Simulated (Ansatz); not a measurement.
# bond stretched by 1.5 Å, between Ag atomic chains under bias

Is the junction ohmic, and where does the voltage drop?

Method: DFT PBE, plane waves, PAW; current against voltage, self-consistent under bias, in Ansatz 0.2.0.

**1. The starting structure**

The cell holds 32 atoms: 32 Ag. Cell: a = 6.000 Å, b = 6.000 Å, c = 97.960 Å, α = 90.0°, β = 90.0°, γ = 90.0°. Electrodes: Ag atomic chain; the apex atoms were set 4.160 Å apart. Regions: lower lead, 16 atoms (16 Ag); upper lead, 16 atoms (16 Ag). Vacuum lies along a, b and c.

**2. The sweep under bias**

Vacuum beyond both ends lets the two leads hold different Fermi levels, and the density is solved anew at each bias. Each lead has 16 atoms, since a wire screens slowly.

Contents of input.yaml:

```yaml
crystal:
  lattice:
    - [6.0, 0.0, 0.0]
    - [0.0, 6.0, 0.0]
    - [0.0, 0.0, 97.96]
  atoms:
    - { symbol: Ag, position: [0.5, 0.5, 0.0] }
    - { symbol: Ag, position: [0.5, 0.5, 0.02715394] }
    - { symbol: Ag, position: [0.5, 0.5, 0.054307881] }
    - { symbol: Ag, position: [0.5, 0.5, 0.081461821] }
    - { symbol: Ag, position: [0.5, 0.5, 0.108615762] }
    - { symbol: Ag, position: [0.5, 0.5, 0.135769702] }
    - { symbol: Ag, position: [0.5, 0.5, 0.162923642] }
    - { symbol: Ag, position: [0.5, 0.5, 0.190077583] }
    - { symbol: Ag, position: [0.5, 0.5, 0.217231523] }
    - { symbol: Ag, position: [0.5, 0.5, 0.244385463] }
    - { symbol: Ag, position: [0.5, 0.5, 0.271539404] }
    - { symbol: Ag, position: [0.5, 0.5, 0.298693344] }
    - { symbol: Ag, position: [0.5, 0.5, 0.325847285] }
    - { symbol: Ag, position: [0.5, 0.5, 0.353001225] }
    - { symbol: Ag, position: [0.5, 0.5, 0.380155165] }
    - { symbol: Ag, position: [0.5, 0.5, 0.407309106] }
    - { symbol: Ag, position: [0.5, 0.5, 0.449775419] }
    - { symbol: Ag, position: [0.5, 0.5, 0.476929359] }
    - { symbol: Ag, position: [0.5, 0.5, 0.504083299] }
    - { symbol: Ag, position: [0.5, 0.5, 0.53123724] }
    - { symbol: Ag, position: [0.5, 0.5, 0.55839118] }
    - { symbol: Ag, position: [0.5, 0.5, 0.58554512] }
    - { symbol: Ag, position: [0.5, 0.5, 0.612699061] }
    - { symbol: Ag, position: [0.5, 0.5, 0.639853001] }
    - { symbol: Ag, position: [0.5, 0.5, 0.667006942] }
    - { symbol: Ag, position: [0.5, 0.5, 0.694160882] }
    - { symbol: Ag, position: [0.5, 0.5, 0.721314822] }
    - { symbol: Ag, position: [0.5, 0.5, 0.748468763] }
    - { symbol: Ag, position: [0.5, 0.5, 0.775622703] }
    - { symbol: Ag, position: [0.5, 0.5, 0.802776644] }
    - { symbol: Ag, position: [0.5, 0.5, 0.829930584] }
    - { symbol: Ag, position: [0.5, 0.5, 0.857084524] }
kpoints:
  mp_grid: { grid: [1, 1, 1] }
scf:
  occupations: { method: fermi_dirac, width: 0.1 }
hamiltonian:
  xc: pbe
output:
  current_voltage:
    leads: [[9, 10], [21, 22]]
    bias: [0.3, 0.6, 1.0, 1.5]
    electrode_ends: [15, 16]
    kmesh: [1, 1]
  write_potential: true
  write_density: true
  volumetric_format: npy
basis:
  ecutwfc: "340 eV"
```

The run is started by

```console
> ansatz run input.yaml --threads 4 --pin off --max-ram 16384MiB --backend cpu --events-out ev --progress --plain --runs-dir out
```

The runs that follow: the sweep under bias.

What does the calculation give for the conductance at zero bias?

The junction conducts 0.455 G₀ at zero bias and carries 43.5 μA at 1.50 V. At 1.50 V the current is 0.82 times what the zero-bias conductance would give; over all biases of the sweep that ratio lies between 0.82 and 0.96. Of the 1.50 V, 0.86 V drops at the junction and the rest at the reservoirs. The leads' misfit reaches 98 meV, above the few hundredths of an eV that the manual allows, so the currents are rough.

```
conductance at zero bias : 0.455 G₀
current at +0.3 V        : 10.2 μA
current at +0.6 V        : 18.9 μA
current at +1 V          : 30.0 μA
current at +1.5 V        : 43.5 μA
```

A wire screens slowly, so the current depends on the leads' length and the box width; neither was converged here. Transport is coherent and elastic here: the atoms are frozen, so scattering by vibrations plays no part. A cutoff under the files' recommended one was taken to save time; its effect on T(E) was not tested here.

[Logs are printed without paths, hosts, clocks, repeated set-up lines and the standing remarks that a program may print on its own settings, such as how far it seeks lower states.]

[Hosts, paths, dates, database ids (printed as entryN), source tags and the programs' standing remarks are cut or masked in the printed files.]
